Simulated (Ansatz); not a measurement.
# One crystal, many levels of theory: Sr2SiS4 (P2_1/m)

Wanted: a ladder of band gaps for Sr2SiS4 (P2_1/m), from density functionals to G0W0.

Method: density functionals, hybrids and G0W0, plane waves, PAW, in Ansatz 0.2.0.

## 1. The starting structure

It takes space group P2_1/m (No. 11, monoclinic). Conventional cell: a = 6.609 Å, b = 6.660 Å, c = 8.262 Å, α = 90.00°, β = 108.22°, γ = 90.00°. Nearest to Sr lie 9 S at 2.96 to 3.80 Å and 4 Si at 3.51 to 3.93 Å. Nearest to Sr lie 8 S at 3.04 to 3.46 Å and 3 Si at 3.71 to 3.89 Å. Nearest to Si lie 4 S at 2.12 to 2.13 Å and 7 Sr at 3.51 to 3.93 Å. Nearest to S lie 1 Si at 2.12 Å and 5 Sr at 3.03 to 3.80 Å. Nearest to S lie 1 Si at 2.13 Å and 4 Sr at 2.96 to 3.46 Å. S has 1 Si at 2.12 Å and 4 Sr at 3.01 to 3.13 Å nearest. Farther neighbours and most contacts between anions are not listed.

The cell and positions are those that the Materials Project relaxed with its own functionals (PBE, PBE+U or r2SCAN), kept fixed. The default PAW set here is soft_2. Its files were made with PBE.

## 2. LDA on the 4×4×4 mesh

This step: DFT, LDA, plane waves, PAW.

Contents of input.yaml:

```yaml
crystal:
  lattice:
    - [6.6087392105, 0.0, 0.0]
    - [0.0, 6.65954238, 0.0]
    - [-2.5827482587, 0.0, 7.848229828]
  atoms:
    - { symbol: Sr, position: [0.2836712, 0.75, 0.95180912] }
    - { symbol: Sr, position: [0.7163288, 0.25, 0.04819088] }
    - { symbol: Sr, position: [0.2248299, 0.75, 0.42926377] }
    - { symbol: Sr, position: [0.7751701, 0.25, 0.57073623] }
    - { symbol: Si, position: [0.72130103, 0.75, 0.7968462] }
    - { symbol: Si, position: [0.27869897, 0.25, 0.2031538] }
    - { symbol: S, position: [0.88645343, 0.75, 0.06157594] }
    - { symbol: S, position: [0.11354657, 0.25, 0.93842406] }
    - { symbol: S, position: [0.91690048, 0.75, 0.63566798] }
    - { symbol: S, position: [0.08309952, 0.25, 0.36433202] }
    - { symbol: S, position: [0.51038414, 0.50196672, 0.7372482] }
    - { symbol: S, position: [0.48961586, 0.00196672, 0.2627518] }
    - { symbol: S, position: [0.48961586, 0.49803328, 0.2627518] }
    - { symbol: S, position: [0.51038414, 0.99803328, 0.7372482] }
kpoints:
  mp_grid: { grid: [4, 4, 4] }
  band_path:
    path:
      - [0.0, 0.0, 0.0]
      - [0.0, 0.5, 0.0]
      - [0.0, 0.5, 0.5]
      - [0.0, 0.0, 0.5]
      - [-0.5, 0.0, 0.5]
      - [-0.5, 0.5, 0.5]
      - [-0.5, 0.5, 0.0]
      - [-0.5, 0.0, 0.0]
    npoints: 1
hamiltonian:
  xc: lda
scf:
  occupations: { method: fixed }
  n_extra_bands: 8
output:
  eigenvalues: true
  forces: true
  stress: true
```

Command:

```bash
$ ansatz run input.yaml --threads 24 --pin off --max-ram 82944MiB --backend cuda --events-out ev --progress --plain --runs-dir out --devices 1 --max-vram 78GiB
```

Numbers of over 12 decimals in the logs are rounded to 6 here.

Output:

```text
scf.n_extra_bands = 8 over 48 filled bands (N_el = 96.0): the run solves 56 bands
GPUs: using 1 of 1 available (devices: 1).
Engine: ansatz 0.2.0, aarch64-unknown-linux-gnu
Pseudopotentials: kind: paw
Pseudopotential: Sr, paw, valence charge 10, recommended cutoff 420 eV (normal), Sr.paw.azcp
Pseudopotential: Si, paw, valence charge 4, recommended cutoff 420 eV (normal), Si.paw.azcp
Pseudopotential: S, paw, valence charge 6, recommended cutoff 420 eV (normal), S.paw.azcp
Functional definition: SPW92
  exchange = slater_x
  correlation = pw_c
device memory: the entry about to start is reckoned to put 5.8 GiB on a device that reports 164.1 GiB free (of which the cap on the GPU budget leaves the run 78.0 GiB)
GPU FFT provider: cuFFT
GPU libraries: cuBLAS 13.8.1, cuFFT 12.4.0, cuSOLVER 12.3.2
GPU matrix products: emulated (plane waves: as basis.precision tells), large ones in fixed point in workspaces of 1.00 GiB
Crystal: 14 atoms, lattice volume = 345.410 Å³
Basis set: ecut = 420 eV, 6751 PW (Γ)
Bands: 56, of which v1, the nominal top of the filled ones, is band 48 counted from 1 (47 counted from 0)
Symmetry: 4 space group operations
Space group: P21/m (ITA 11), of the structure as read, at distance tolerance 7.0e-5 Å
k-points: 30 of 64
Non-local potential: Sr, projectors of the file, l = 0: 3, l = 1: 2, l = 2: 2
Non-local potential: Si, projectors of the file, l = 0: 2, l = 1: 2, l = 2: 2
Non-local potential: S, projectors of the file, l = 0: 2, l = 1: 2, l = 2: 2
PAW form: soft (Blöchl's): semilocal exchange-correlation on the pseudo side does not see the compensation charge
PAW frozen core: Sr, regenerated for the run's functional, and the local potential with it (the file was generated under x = pbe(κ = 0.804, μ = 0.219515), c = pbe(β = 0.066725))
PAW frozen core: Si, regenerated for the run's functional, and the local potential with it (the file was generated under x = pbe(κ = 0.804, μ = 0.219515), c = pbe(β = 0.066725))
PAW frozen core: S, regenerated for the run's functional, and the local potential with it (the file was generated under x = pbe(κ = 0.804, μ = 0.219515), c = pbe(β = 0.066725))
PAW one-centre angular grid: Sr, 110 points (default); XC on 64 Gauss nodes
PAW one-centre angular grid: Si, 110 points (default); XC on 64 Gauss nodes
PAW one-centre angular grid: S, 110 points (default); XC on 64 Gauss nodes
Initial density: superposition of atomic densities (neutral atoms: chi_scale 0, normalization atom), corrected by the library's trained network
Initial wavefunctions: pseudopotential atomic-orbital guess
GPU buffer pool allocated for 121500 grid points (all kernels)
GPU transforms: local potential and band sums: pruned to the plane-wave sphere, on 45×45×60
Functional: x = slater, c = lda
SCF iter   1: F=—  HF=-21973.620970 eV  |F-HF|=—  |Δ(HF+E_count)|=         —  Δρ=5.35e-3  dr2=9.63e-2  ethr=1.77e-3  ⟨swp⟩=7.6  Hψ=10530  notcnv=0  defer=174
preconditioner: auto → Resta (q_TF=auto, 2.204 Å⁻¹)  ε∞=3.5  [insulator: Δε(μ)=2.668 eV  Ē_g=11.862 eV  n_scr=64 (ndim 8)  ℏωp=18.7 eV  f_vac=0.008  ε∞_Penn≈3.5]
SCF iter   2: F=—  HF=-21973.604252 eV  |F-HF|=—  |Δ(HF+E_count)|=   1.67e-2  Δρ=2.84e-3  dr2=2.61e-2  ethr=1.00e-4  ⟨swp⟩=3.3  Hψ=2805  notcnv=0  defer=180
SCF iter   3: F=—  HF=-21973.597080 eV  |F-HF|=—  |Δ(HF+E_count)|=   7.17e-3  Δρ=3.68e-4  dr2=4.15e-4  ethr=2.72e-5  ⟨swp⟩=3.3  Hψ=2595  notcnv=0  defer=180
SCF iter   4: F=—  HF=-21973.597126 eV  |F-HF|=—  |Δ(HF+E_count)|=   4.56e-5  Δρ=8.02e-5  dr2=3.33e-5  ethr=4.32e-7  ⟨swp⟩=2.0  Hψ=3388  notcnv=0  defer=180
SCF iter   5: F=—  HF=-21973.596513 eV  |F-HF|=—  |Δ(HF+E_count)|=   6.13e-4  Δρ=2.48e-5  dr2=2.95e-6  ethr=3.47e-8  ⟨swp⟩=2.0  Hψ=2280  notcnv=0  defer=180
SCF iter   6: F=—  HF=-21973.596514 eV  |F-HF|=—  |Δ(HF+E_count)|=   7.44e-7  Δρ=6.71e-6  dr2=2.81e-7  ethr=3.08e-9  ⟨swp⟩=2.0  Hψ=2280  notcnv=0  defer=180
SCF iter   7: F=-21973.596514 eV  HF=-21973.596514 eV  |F-HF|=8.29e-9  |Δ(HF+E_count)|=   7.53e-8  Δρ=1.98e-6  dr2=2.16e-8  ethr=1.04e-10  ⟨swp⟩=20.0  Hψ=11810  notcnv=0
SCF 1 converged in 7 iterations: F = -21973.596514 eV  dr2 = 2.16e-8
[...]
device memory: the entry about to start is reckoned to put 10.2 GiB on a device that reports 164.0 GiB free (of which the cap on the GPU budget leaves the run 78.0 GiB)
NSCF: frozen V_eff on 8 k-points
SCF converged after 7 iterations
Free energy (F): -21973.596514 eV
Harris-Foulkes:  -21973.596514 eV  (|F-HF|=8.29e-9)
Internal energy: -21973.596514 eV  (E = F + TS)
E sigma→0 (E₀):  -21973.596514 eV
Fermi energy:    5.294142 eV
--- Per-component energies (eV) ---
  E_band       = -444.718765
  E_kinetic    = 1928.093388
  E_local      = -3789.401700  (includes V_loc(G=0)·N_el)
  E_nonlocal   = 1109.280476
  E_hartree    = 990.571180
  E_xc         = -1571.271225
  E_vxc        = -1450.395549  (∫ρ·V_xc dr)
  E_paw        = -15911.141054  (= ΣΔE_a)
  E_vpaw       = -223.441269  (= ΣTr[D̂ρ^β])
  E_aug_tail   = 0.000016  (compensation charges beyond the density's cutoff)
  E_ewald      = -4732.298378
  E_core_change = 2.570783  (= ΣΔE_core)
  E_smearing   = -0.000000  (= −TS)
  E_closure    = -0.000000  (closes the sum)
  Σ components = -21973.596514   (vs F -21973.596514, Δ=0.00e0)
--- Forces (eV/Å), atoms counted from 1 ---
  atom   1  Sr    -0.03166495    -0.00000000     0.00563763
  atom   2  Sr     0.03166495     0.00000000    -0.00563763
  atom   3  Sr     0.08652321    -0.00000000     0.02310401
  atom   4  Sr    -0.08652321     0.00000000    -0.02310401
  atom   5  Si     0.02418806    -0.00000000     0.02559146
  atom   6  Si    -0.02418806     0.00000000    -0.02559146
  atom   7  S      0.08058012    -0.00000000     0.04682856
  atom   8  S     -0.08058012     0.00000000    -0.04682856
  atom   9  S      0.13060658     0.00000000     0.00397934
  atom  10  S     -0.13060658    -0.00000000    -0.00397934
  atom  11  S     -0.00529853    -0.08088540    -0.00225296
  atom  12  S      0.00529853    -0.08088540     0.00225296
  atom  13  S      0.00529853     0.08088540     0.00225296
  atom  14  S     -0.00529853     0.08088540    -0.00225296
  max |Σ_I F_I| component: 0.00e0 eV/Å
--- Stress (GPa, compression-positive) ---
       -2.998798      -0.000000       0.045086
       -0.000000      -2.921790       0.000000
        0.045086       0.000000      -3.107446
  P = ⅓ Tr σ = -3.0093 GPa (-30.093 kbar)
--- Band table (eV; the first three rows and the last of 30) ---
  k-point 0: bands = [... 44 lower, 4.7940, 4.9523, 5.0759, 5.2941, 8.4324, 8.7256, 8.8275, 9.1299, ... 4 higher]
  k-point 1: bands = [... 44 lower, 4.7794, 4.9732, 5.0088, 5.2266, 8.6062, 8.8387, 8.9333, 9.0977, ... 4 higher]
  k-point 2: bands = [... 44 lower, 4.6695, 4.8276, 5.0286, 5.1876, 8.6849, 8.9298, 8.9872, 9.1413, ... 4 higher]
  k-point 29: bands = [... 44 lower, 4.5793, 4.5793, 4.6896, 4.6896, 9.3404, 9.3404, 9.4574, 9.4574, ... 4 higher]
```

Elapsed: 1.6 s, on 1 × NVIDIA GB200 (shared by 2 runs) with 24 threads of Arm Neoverse V2, shared host; peak memory 1.1 GiB.

Numbers from this step:

```
pressure             : -3.009 GPa
gap                  : 2.763 eV
valence top at       : Γ
conduction bottom at : Y_2
least direct gap     : 2.950 eV
```

Over mesh and listed points the gap is 2.763 eV, from k = Γ to k = (-0.500, 0.000, 0.000). The least direct gap found is 2.950 eV, at k = (-0.500, 0.000, 0.000).

## 3. r2SCAN on the 4×4×4 mesh

Levels along a band path and on the mesh show where this functional puts the band edges.

This step: DFT, r2SCAN, plane waves, PAW.

input.yaml: that of step 2 with these lines changed.

```diff
@@ -28,11 +28,14 @@
       - [0.0, 0.0, 0.5]
+      - [0.0, 0.0, 0.0]
       - [-0.5, 0.0, 0.5]
       - [-0.5, 0.5, 0.5]
+      - [0.0, 0.5, 0.0]
       - [-0.5, 0.5, 0.0]
       - [-0.5, 0.0, 0.0]
-    npoints: 1
+      - [0.0, 0.0, 0.0]
+    npoints: 10
 hamiltonian:
-  xc: lda
+  xc: r2scan
 scf:
-  occupations: { method: fixed }
+  occupations: { method: fermi_dirac, width: 0.02 }
   n_extra_bands: 8
```

Output:

```text
[...]
GPUs: using 1 of 1 available (devices: 1).
[...]
GPU FFT provider: cuFFT
GPU libraries: cuBLAS 13.8.1, cuFFT 12.4.0, cuSOLVER 12.3.2
[...]
Crystal: 14 atoms, lattice volume = 345.410 Å³
Basis set: ecut = 500 eV, 8735 PW (Γ), exchange–correlation on 200×200×256 points (64 copies of the dense FFT grid, shifted against one another)
Bands: 56, of which v1, the nominal top of the filled ones, is band 48 counted from 1 (47 counted from 0)
Symmetry: 4 space group operations
[...]
k-points: 30 of 64
[...]
GPU buffer pool allocated for 160000 grid points (all kernels)
[...]
SCF iter   1: F=—  HF=-22770.376568 eV  |F-HF|=—  |Δ(HF+E_count)|=         —  Δρ=4.21e-3  dr2=6.10e-2  dr2_τ=1.32e-1  ethr=1.77e-3  ⟨swp⟩=13.6  Hψ=10116  notcnv=0
[...]
atom   9  S      0.03556707     0.00000000    -0.01816244
  atom  10  S     -0.03556707    -0.00000000     0.01816244
  atom  11  S     -0.01190038    -0.03225385    -0.00714449
  atom  12  S      0.01190038    -0.03225385     0.00714449
  atom  13  S      0.01190038     0.03225385     0.00714449
  atom  14  S     -0.01190038     0.03225385    -0.00714449
  max |Σ_I F_I| component: 6.94e-18 eV/Å
--- Stress (GPa, compression-positive) ---
       -0.021158       0.000000      -0.011009
        0.000000       0.027255       0.000000
       -0.011008       0.000000       0.000408
  P = ⅓ Tr σ = 0.0022 GPa (0.022 kbar)
--- Band table (eV; the first three rows and the last of 30) ---
  k-point 0: bands = [... 44 lower, 4.7771, 4.9596, 5.0741, 5.2773, 9.1886, 9.4366, 9.5368, 9.7738, ... 4 higher]
  k-point 1: bands = [... 44 lower, 4.7678, 4.9718, 5.0120, 5.2173, 9.2704, 9.5257, 9.6089, 9.7997, ... 4 higher]
  k-point 2: bands = [... 44 lower, 4.6695, 4.8360, 5.0287, 5.1822, 9.3437, 9.5887, 9.6488, 9.7963, ... 4 higher]
  k-point 29: bands = [... 44 lower, 4.5787, 4.5787, 4.6865, 4.6865, 9.9831, 9.9831, 10.0818, 10.0818, ... 4 higher]
[key lines of the parts left out:]
SCF converged after 7 iterations
Free energy (F): -22770.616040 eV
Fermi energy:    6.985711 eV
```

Elapsed: 3.3 s, on 1 × NVIDIA GB200 (shared by 2 runs) with 24 threads; peak memory 1.4 GiB.

Numbers from this step:

| Item | Value |
| --- | --- |
| pressure | 0.002169 GPa |
| filled bands | 48 |
| gap | 3.405 eV |
| valence top at | Γ |
| conduction bottom at | Y_2 |
| least direct gap | 3.573 eV |

Over mesh and path the gap is 3.405 eV, from k = Γ to k = (-0.500, 0.000, 0.000). The least direct gap found is 3.573 eV, at k = (-0.500, 0.000, 0.000). r2SCAN against LDA: 3.405 − 2.763 = +0.642 eV. The runs also differ in plane-wave cutoff (420 eV and 500 eV), so how much of this comes from the functional alone is not known.

## 4. r2SCAN+SOC on the 4×4×4 mesh

This run has two-component orbitals with spin-orbit coupling.

This step: DFT, r2SCAN with spin-orbit coupling, plane waves, PAW.

input.yaml: that of step 3 with these lines changed.

```diff
@@ -28,10 +28,7 @@
       - [0.0, 0.0, 0.5]
-      - [0.0, 0.0, 0.0]
       - [-0.5, 0.0, 0.5]
       - [-0.5, 0.5, 0.5]
-      - [0.0, 0.5, 0.0]
       - [-0.5, 0.5, 0.0]
       - [-0.5, 0.0, 0.0]
-      - [0.0, 0.0, 0.0]
-    npoints: 10
+    npoints: 1
 hamiltonian:
@@ -39,4 +36,7 @@
 scf:
-  occupations: { method: fermi_dirac, width: 0.02 }
-  n_extra_bands: 8
+  occupations: { method: fixed }
+  n_extra_bands: 16
+magnetization:
+  noncollinear: true
+  spin_orbit: true
 output:
```

Output:

```text
[...]
GPUs: using 1 of 1 available (devices: 1).
[...]
non-collinear run that drives no moment, with spin-orbit: no starting moment large enough to seed its density (crystal.atoms[].spin), no starting occupations that ask for one, no magnetisation constraint and no magnetic field, so the semilocal B_xc is pinned to zero
concurrent solve slots: 15 of 24 are kept, ahead of what memory takes: no pass of the eigensolver takes more rounds on 15
[...]
SCF converged after 9 iterations
[...]
atom  13  S      0.01205549     0.03248898     0.00718881
  atom  14  S     -0.01205549     0.03248898    -0.00718881
  max |Σ_I F_I| component: 6.94e-18 eV/Å
--- Stress (GPa, compression-positive) ---
       -0.021177       0.000000      -0.010925
        0.000000       0.027505       0.000000
       -0.010925       0.000000      -0.000031
  P = ⅓ Tr σ = 0.0021 GPa (0.021 kbar)
--- Band table (eV; the first three rows and the last of 30) ---
[...]
```

Wall time 3.9 s (1 × NVIDIA GB200 (shared by 2 runs) with 24 threads); peak memory 1.7 GiB; 30 s of CPU time.

This step gave:

| Quantity | Value |
| --- | --- |
| pressure | 0.002099 GPa |
| gap | 3.403 eV |
| valence top at | Γ |
| conduction bottom at | Y_2 |
| least direct gap | 3.572 eV |

Over mesh and listed points the gap is 3.403 eV, from k = Γ to k = (-0.500, 0.000, 0.000). The least direct gap found is 3.572 eV, at k = (-0.500, 0.000, 0.000). r2SCAN+SOC against r2SCAN: 3.403 − 3.405 = −0.002 eV, with the same mesh, set of files (read in its fully relativistic form for the spin-orbit run) and cutoff, and both edges at the same k points. The spin-orbit run sees mesh and listed points alone, so its gap is an upper bound: the coupling can move an edge off these points, and the change over the zone, its sign included where it is small, is not known.

## 5. HSE06 on the 2×2×2 mesh

HSE06 mixes in a quarter of exact exchange at short range.

This step: DFT, HSE06, plane waves, PAW.

input.yaml: that of step 4 with these lines changed.

```diff
@@ -21,3 +21,3 @@
 kpoints:
-  mp_grid: { grid: [4, 4, 4] }
+  mp_grid: { grid: [2, 2, 2] }
   band_path:
@@ -34,12 +34,7 @@
 hamiltonian:
-  xc: r2scan
+  xc: hse06
 scf:
   occupations: { method: fixed }
-  n_extra_bands: 16
-magnetization:
-  noncollinear: true
-  spin_orbit: true
+  n_extra_bands: 8
 output:
   eigenvalues: true
-  forces: true
-  stress: true
```

Output:

```text
[...]
GPUs: using 1 of 1 available (devices: 1).
[...]
davidson cushion auto → on  (no smearing: the cushion is to keep the highest requested band from converging to the state above it; pin scf.eigensolver.cushion to override)
[...]
Crystal: 14 atoms, lattice volume = 345.410 Å³
Basis set: ecut = 420 eV, 6751 PW (Γ)
Bands: 56, of which v1, the nominal top of the filled ones, is band 48 counted from 1 (47 counted from 0)
[...]
Fermi energy:    4.877198 eV
[...]
--- Band table (eV; the first three rows and the last of 8) ---
  k-point 0: bands = [... 44 lower, 4.3491, 4.5239, 4.6354, 4.8772, 9.3213, 9.5802, 9.7065, 9.9642, ... 4 higher]
  k-point 1: bands = [... 44 lower, 4.2299, 4.3966, 4.5942, 4.7647, 9.5337, 9.7944, 9.8286, 9.9958, ... 4 higher]
  k-point 2: bands = [... 44 lower, 4.0198, 4.0198, 4.4657, 4.4657, 9.7451, 9.7451, 10.1976, 10.1976, ... 4 higher]
  k-point 7: bands = [... 44 lower, 4.1331, 4.1331, 4.2415, 4.2415, 10.1882, 10.1882, 10.2957, 10.2957, ... 4 higher]
[key lines of the parts left out:]
Free energy (F): -22703.892874 eV
```

Wall time 7.2 s (1 × NVIDIA GB200 (shared by 2 runs) with 24 threads); peak memory 1.3 GiB.

This step gave:

```
gap                     : 3.967 eV
valence top at          : Γ
conduction bottom at    : Y_2
least direct gap        : 4.171 eV
exact-exchange fraction : 0.25
```

Over mesh and listed points the gap is 3.967 eV, from k = Γ to k = (-0.500, 0.000, 0.000). The least direct gap found is 4.171 eV, at k = (-0.500, 0.000, 0.000). HSE06 against LDA: 3.967 − 2.763 = +1.204 eV. The runs also differ in mesh (4×4×4 and 2×2×2), so how much of this comes from the functional alone is not known.

## 6. PBE0 on the 2×2×2 mesh

PBE0 mixes in a quarter of exact exchange at all distances.

This step: DFT, PBE0, plane waves, PAW.

input.yaml: that of step 5 with these lines changed.

```diff
@@ -34,3 +34,3 @@
 hamiltonian:
-  xc: hse06
+  xc: pbe0
 scf:
```

Output:

```text
[...]
GPUs: using 1 of 1 available (devices: 1).
[...]
Crystal: 14 atoms, lattice volume = 345.410 Å³
Basis set: ecut = 420 eV, 6751 PW (Γ)
Bands: 56, of which v1, the nominal top of the filled ones, is band 48 counted from 1 (47 counted from 0)
Symmetry: 4 space group operations
[...]
k-points: 8
[...]
Fermi energy:    4.497156 eV
[...]
--- Band table (eV; the first three rows and the last of 8) ---
  k-point 0: bands = [... 44 lower, 3.9686, 4.1391, 4.2519, 4.4972, 9.6557, 9.9309, 10.0640, 10.3159, ... 4 higher]
  k-point 1: bands = [... 44 lower, 3.8427, 4.0089, 4.2103, 4.3814, 9.8879, 10.1468, 10.1868, 10.3543, ... 4 higher]
  k-point 2: bands = [... 44 lower, 3.6340, 3.6340, 4.0811, 4.0811, 10.0976, 10.0976, 10.5501, 10.5501, ... 4 higher]
  k-point 7: bands = [... 44 lower, 3.7458, 3.7458, 3.8524, 3.8524, 10.5427, 10.5427, 10.6528, 10.6528, ... 4 higher]
[key lines of the parts left out:]
Free energy (F): -22705.091254 eV
```

The job ended after 5.5 s (1 × NVIDIA GB200 (shared by 2 runs) with 24 threads; peak memory 1.5 GiB; 34 s of CPU time).

This step gave:

```
gap                     : 4.691 eV
valence top at          : Γ
conduction bottom at    : Y_2
least direct gap        : 4.899 eV
exact-exchange fraction : 0.25
```

Over mesh and listed points the gap is 4.691 eV, from k = Γ to k = (-0.500, 0.000, 0.000). The least direct gap found is 4.899 eV, at k = (-0.500, 0.000, 0.000). PBE0 against HSE06: 4.691 − 3.967 = +0.724 eV, with the same mesh, files and cutoff, and both edges at the same k points.

[end of part 1 of 2]

[Paths, hosts, dates, memory and timing lines, banners, echoed tables and standing remarks are left out of the program output.]

[Logs are printed without paths, hosts, clocks, repeated set-up lines and the standing remarks that a program may print on its own settings, such as how far it seeks lower states.]

[Runs of the session that timed out or met a known fault of the program may be left out.]

[Cells called generated may have been cut or substituted from an entry of the Crystallography Open Database or the Materials Project.]

[Hosts, paths, dates, database ids (printed as entryN), source tags and the programs' standing remarks are cut or masked in the printed files.]

[Where an RPA ε∞ is given, it is that of the G0W0 mesh and is not shown converged in it. Names of k-points follow the symmetry that the program found, which can be lower than the space group named. Band edges on a path are those of the sampled points; other points can move an edge, and change direct to indirect where valleys lie close.]

[Hybrid gaps are those of their k-mesh and are not shown converged in it.]
